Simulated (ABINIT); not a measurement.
# Quasiparticle gap of Na2H6Pt (Fm-3m) in ABINIT

Aim: the G0W0 gap of Na2H6Pt (Fm-3m) on PBEsol with spin-orbit coupling, step by step.

Main program and level: ABINIT 10.8.3; PBEsol and many-body steps on it, plane waves.

## 1. Starting point

The structure is cubic, space group Fm-3m (No. 225). The conventional cell has a = 7.259 Å, b = 7.259 Å, c = 7.259 Å, α = 90.00°, β = 90.00°, γ = 90.00°. Nearest to Na lie 12 H at 2.57 Å. Nearest to H lie 1 Pt at 1.64 Å and 4 H at 2.32 Å and 4 Na at 2.57 Å. Nearest to Pt lie 6 H at 1.64 Å. Farther neighbours are not listed.

The cell and positions are those that the Materials Project relaxed with its own functionals (PBE, PBE+U or r2SCAN), kept fixed.

## 2. Ground state

This step: ABINIT 10.8.3; DFT, PBEsol with spin-orbit coupling, plane waves, norm-conserving pseudopotentials.

The ground-state density comes first.

The input, run.abi:

```
acell 3*1.0 Angstrom
rprim 
  0.000000000000 3.629315950000 3.629315950000
  3.629315950000 0.000000000000 3.629315950000
  3.629315950000 3.629315950000 0.000000000000
ntypat 3
znucl 11 1 78
natom 9
typat 1 1 2 2 2 2 2 2 3
xred 
  0.750000000000 0.750000000000 0.750000000000
  0.250000000000 0.250000000000 0.250000000000
  0.774464350000 0.774464350000 0.225535650000
  0.225535650000 0.774464350000 0.225535650000
  0.774464350000 0.225535650000 0.225535650000
  0.225535650000 0.225535650000 0.774464350000
  0.774464350000 0.225535650000 0.774464350000
  0.225535650000 0.774464350000 0.774464350000
  0.000000000000 0.000000000000 0.000000000000
pp_dirpath "pseudos"
pseudos "Na.upf, H.upf, Pt.upf"
ecut 38
nspinor 2
ngkpt 4 4 4
nshiftk 1
shiftk 0 0 0
kptopt 1
chksymbreak 0
nband 58
occopt 1
tolvrs 1e-10
nstep 60
prtwf 0
optforces 0
optstress 0
indata_prefix "in"
outdata_prefix "out"
tmpdata_prefix "tmp"
```

Launch:

```sh
$ OMP_NUM_THREADS=1 mpirun -n 4 abinit run.abi > log
```

Numbers of over 12 decimals in the logs are rounded to 6 here.

Output:

```text
.Version 10.8.3 of ABINIT. v10.8.2 released Aug 2026.

 Symmetries : space group Fm -3 m (#225); Bravais cF (face-center cubic)
================================================================================
 Values of the parameters that define the memory need of the present run
     intxc =       0    ionmov =       0      iscf =       7    lmnmax =      26
     lnmax =      26     mgfft =      54  mpssoang =       7    mqgrid =    3001
     natom =       9  nloc_mem =       1    nspden =       1   nspinor =       2
    nsppol =       1      nsym =      48    n1xccc =    2501    ntypat =       3
    occopt =       1   xclevel =       2
-    mband =          58        mffmem =           1         mkmem =           2
       mpw =        7261          nfft =      157464          nkpt =           8
================================================================================
  Rough estimation (10% accuracy) of disk space for files :
================================================================================

--------------------------------------------------------------------------------
------------- Echo of variables that govern the present computation ------------
--------------------------------------------------------------------------------
 -outvars: echo values of preprocessed input variables --------
            acell      1.8897261259E+00  1.8897261259E+00  1.8897261259E+00 Bohr

      chksymbreak           0
             ecut      3.80000000E+01 Hartree
-          fftalg         312

              ixc     -116133
              kpt      0.00000000E+00  0.00000000E+00  0.00000000E+00
                       2.50000000E-01  0.00000000E+00  0.00000000E+00
                       5.00000000E-01  0.00000000E+00  0.00000000E+00
                       2.50000000E-01  2.50000000E-01  0.00000000E+00
                       5.00000000E-01  2.50000000E-01  0.00000000E+00
                      -2.50000000E-01  2.50000000E-01  0.00000000E+00
                       5.00000000E-01  5.00000000E-01  0.00000000E+00
                      -2.50000000E-01  5.00000000E-01  2.50000000E-01
         kptrlatt        4    0    0      0    4    0      0    0    4
          kptrlen      3.87970437E+01
P           mkmem           2
            natom           9
            nband          58
            ngfft          54      54      54
             nkpt           8
          nspinor           2
            nstep          60
             nsym          48
           ntypat           3
              occ      1.000000  1.000000  1.000000  1.000000  1.000000  1.000000
                       1.000000  1.000000  1.000000  1.000000  1.000000  1.000000
                       1.000000  1.000000  1.000000  1.000000  1.000000  1.000000
                       1.000000  1.000000  1.000000  1.000000  1.000000  1.000000
                       1.000000  1.000000  1.000000  1.000000  1.000000  1.000000
                       1.000000  1.000000  1.000000  1.000000  1.000000  1.000000
                       1.000000  1.000000  1.000000  1.000000  1.000000  1.000000
                       0.000000  0.000000  0.000000  0.000000  0.000000  0.000000
                       0.000000  0.000000  0.000000  0.000000  0.000000  0.000000
                       0.000000  0.000000  0.000000  0.000000
        optforces           0
        optstress           0
            prtwf           0
            rprim      0.0000000000E+00  3.6293159500E+00  3.6293159500E+00
                       3.6293159500E+00  0.0000000000E+00  3.6293159500E+00
                       3.6293159500E+00  3.6293159500E+00  0.0000000000E+00
          spgroup         225

           tolvrs      1.00000000E-10

             xred      7.5000000000E-01  7.5000000000E-01  7.5000000000E-01
                       2.5000000000E-01  2.5000000000E-01  2.5000000000E-01
[...]
znucl       11.00000    1.00000   78.00000

================================================================================

 chkinp: Checking input parameters for consistency.

================================================================================
== DATASET  1 ==================================================================
-   mpi_nproc: 4, omp_nthreads: 1 (-1 if OMP is not activated)

--- !DatasetInfo
iteration_state: {dtset: 1, }
dimensions: {natom: 9, nkpt: 8, mband: 58, nsppol: 1, nspinor: 2, nspden: 1, mpw: 7261, }
cutoff_energies: {ecut:  38.0, pawecutdg:  -1.0, }
electrons: {nelect:   4.20000000E+01, charge:   0.00000000E+00, occopt:   1.00000000E+00, tsmear:   1.00000000E-02, }

 Real(R)+Recip(G) space primitive vectors, cartesian coordinates (Bohr,Bohr^-1):
 R(1)=  0.0000000  6.8584132  6.8584132  G(1)= -0.0729032  0.0729032  0.0729032
 R(2)=  6.8584132  0.0000000  6.8584132  G(2)=  0.0729032 -0.0729032  0.0729032
 R(3)=  6.8584132  6.8584132  0.0000000  G(3)=  0.0729032  0.0729032 -0.0729032
 Unit cell volume ucvol=  6.4520976E+02 bohr^3
 Angles (23,13,12)=  6.00000000E+01  6.00000000E+01  6.00000000E+01 degrees

 getcut: wavevector=  0.0000  0.0000  0.0000  ngfft=  54  54  54
         ecut(hartree)=     38.000   => boxcut(ratio)=   2.00700

--- Pseudopotential description ------------------------------------------------
- Na Generated using ONCVPSP code by D. R. Hamann
- 11.00000   9.00000  180509                  znucl, zion, pspdat
[...]
spin-orbit 1   -1.973037    1.289610    0.048667   -0.000403
  spin-orbit 2    0.140265   -0.093679    0.026381   -0.000361
  spin-orbit 3    0.109762   -0.040165   -0.008358    0.004674
 pspatm: atomic psp has been read  and splines computed

   1.98794760E+03                                ecore*ucvol(ha*bohr**3)
--------------------------------------------------------------------------------

_setup2: Arith. and geom. avg. npw (full set) are    7221.703    7221.672

================================================================================

--- !BeginCycle
iteration_state: {dtset: 1, }
solver: {iscf: 7, nstep: 60, nline: 4, wfoptalg: 0, }
tolerances: {tolvrs: 1.00E-10, }

     iter   Etot(hartree)      deltaE(h)  residm     vres2
 ETOT  1  -225.35646627573    -2.254E+02 1.591E-01 5.913E+02
 ETOT  2  -225.41923022779    -6.276E-02 1.444E-02 1.450E+03
 ETOT  3  -225.61325564810    -1.940E-01 2.845E-03 1.800E+01
 ETOT  4  -225.61473565089    -1.480E-03 7.853E-04 1.783E-01
 ETOT  5  -225.61475945723    -2.381E-05 6.850E-04 4.809E-02
 ETOT  6  -225.61476492221    -5.465E-06 6.275E-04 3.585E-03
 ETOT  7  -225.61476523559    -3.134E-07 1.596E-04 4.929E-04
 ETOT  8  -225.61476526276    -2.717E-08 4.255E-04 2.757E-05
 ETOT  9  -225.61476526403    -1.272E-09 9.108E-05 1.342E-06
 ETOT 10  -225.61476526415    -1.192E-10 2.748E-04 1.192E-08
 ETOT 11  -225.61476526414     6.025E-12 5.289E-05 1.263E-09
 ETOT 12  -225.61476526416    -1.489E-11 1.463E-04 5.265E-11

 At SCF step   12       vres2   =  5.27E-11 < tolvrs=  1.00E-10 =>converged.

--- !ResultsGS
iteration_state: {dtset: 1, }
comment   : Summary of ground state results
lattice_vectors:
- [  0.0000000,   6.8584132,   6.8584132, ]
- [  6.8584132,   0.0000000,   6.8584132, ]
- [  6.8584132,   6.8584132,   0.0000000, ]
lattice_lengths: [   9.69926,    9.69926,    9.69926, ]
lattice_angles: [ 60.000,  60.000,  60.000, ] # degrees, (23, 13, 12)
lattice_volume:   6.4520976E+02
convergence: {deltae: -1.489E-11, res2:  5.265E-11, residm:  1.463E-04, diffor:  0.000E+00, }
etotal    :  -2.25614765E+02
entropy   :   0.00000000E+00
fermie    :   2.27045308E-02
cartesian_stress_tensor: null
pressure_GPa: null
xred      :
- [  7.5000E-01,   7.5000E-01,   7.5000E-01, Na]
- [  2.5000E-01,   2.5000E-01,   2.5000E-01, Na]
- [  7.7446E-01,   7.7446E-01,   2.2554E-01,  H]
- [  2.2554E-01,   7.7446E-01,   2.2554E-01,  H]
- [  7.7446E-01,   2.2554E-01,   2.2554E-01,  H]
- [  2.2554E-01,   2.2554E-01,   7.7446E-01,  H]
- [  7.7446E-01,   2.2554E-01,   7.7446E-01,  H]
- [  2.2554E-01,   7.7446E-01,   7.7446E-01,  H]
- [  0.0000E+00,   0.0000E+00,   0.0000E+00, Pt]
cartesian_forces: null
force_length_stats: {min: null, max: null, mean: null, }

 Integrated electronic density in atomic spheres:
 ------------------------------------------------
 Atom  Sphere_radius  Integrated_density
[...]
================================================================================

 ----iterations are completed or convergence reached----

 Mean square residual over all n,k,spin=   71.477E-08; max=  14.627E-05
 reduced coordinates (array xred) for    9 atoms
[...]
0.774464350000      0.225535650000      0.225535650000
       0.225535650000      0.225535650000      0.774464350000
       0.774464350000      0.225535650000      0.774464350000
       0.225535650000      0.774464350000      0.774464350000
       0.000000000000      0.000000000000      0.000000000000
 rms dE/dt=  0.0000E+00; max dE/dt=  0.0000E+00; dE/dt below (all hartree)
    1       0.000000000000      0.000000000000      0.000000000000
    2       0.000000000000      0.000000000000      0.000000000000
    3       0.000000000000      0.000000000000      0.000000000000
    4       0.000000000000      0.000000000000      0.000000000000
    5       0.000000000000      0.000000000000      0.000000000000
    6       0.000000000000      0.000000000000      0.000000000000
    7       0.000000000000      0.000000000000      0.000000000000
    8       0.000000000000      0.000000000000      0.000000000000
    9       0.000000000000      0.000000000000      0.000000000000

 cartesian coordinates (angstrom) at end:
[...]
5      1.637080     3.629316     3.629316
    6      3.629316     3.629316     1.637080
    7      3.629316     5.621552     3.629316
    8      5.621552     3.629316     3.629316
    9      0.000000     0.000000     0.000000
 length scales=  1.889726125908  1.889726125908  1.889726125908 bohr
              =  1.000000000000  1.000000000000  1.000000000000 angstroms
 prteigrs : about to open file out_EIG
 Fermi (or HOMO) energy (hartree) =   0.02270   Average Vxc (hartree)=  -0.32546
 Eigenvalues (hartree) for nkpt=   8  k points:
 kpt#   1, nband= 58, wtk=  0.01563, kpt=  0.0000  0.0000  0.0000 (reduced coord)
  -3.54831   -3.54831   -2.27271   -2.27271   -1.78913   -1.78913   -1.78902   -1.78902
  -1.72074   -1.72074   -1.72074   -1.72074   -0.76845   -0.76845   -0.76767   -0.76767
  -0.76192   -0.76192   -0.76192   -0.76192   -0.76110   -0.76110   -0.76110   -0.76110
  -0.20929   -0.20929   -0.15009   -0.15009   -0.15009   -0.15009   -0.04436   -0.04436
  -0.04436   -0.04436   -0.01952   -0.01952   -0.01264   -0.01264    0.01472    0.01472
   0.01472    0.01472    0.22859    0.22859    0.28393    0.28393    0.28393    0.28393
   0.32444    0.32444    0.32444    0.32444    0.32877    0.32877    0.34325    0.34325
   0.35867    0.35867
 prteigrs : prtvol=0 or 1, do not print more k-points.

--- !EnergyTerms
iteration_state     : {dtset: 1, }
comment             : Components of total free energy in Hartree
kinetic             :  9.59442696586107E+01
hartree             :  7.97179995738098E+01
xc                  : -3.92814143166330E+01
Ewald energy        : -1.10936313203840E+02
psp_core            :  3.08108729055871E+00
local_psp           : -2.31749444171673E+02
non_local_psp       : -2.23909500949920E+01
total_energy        : -2.25614765264159E+02
total_energy_eV     : -6.13929052039937E+03
band_energy         : -3.61253818481586E+01

== END DATASET(S) ==============================================================
================================================================================

 -outvars: echo values of variables after computation  --------
           etotal     -2.2561476526E+02
            nband          58
             nkpt           8
          spgroup         225
 [... the other variables as echoed above ...]

 Calculation completed.
```

Elapsed: 4 min, on 4 MPI ranks of Arm Neoverse N1, shared host; peak memory 0.55 GiB; 16 min of CPU time.

Numbers from this step:

```
total energy               : -6139.2905 eV
gap                        : 3.280 eV
k of the valence top       : 0.5, 0, 0
k of the conduction bottom : 0.5, 0.5, 0
least direct gap           : 4.073 eV
```

The gap is indirect, with the least direct gap 0.79 eV higher.

(Part 1 of 3 ends here.)

[Paths, hosts, dates, memory and timing lines, banners, echoed tables and standing remarks are left out of the program output.]

[Logs are printed without paths, hosts, clocks, repeated set-up lines and the standing remarks that a program may print on its own settings, such as how far it seeks lower states.]

[Runs of the session that timed out or met a known fault of the program may be left out.]

[Hosts, paths, dates, database ids (printed as entryN), source tags and the programs' standing remarks are cut or masked in the printed files.]

[G0W0 gaps are taken among the corrected bands and points alone; a level outside them can change the order at an edge.]

[Where Ansatz stands beside ABINIT at settings called matched, ABINIT's density can come from a denser mesh and the files from another edition; pairs whose starting gaps differed by over 0.03 eV were left out, so agreement reads better than it is.]
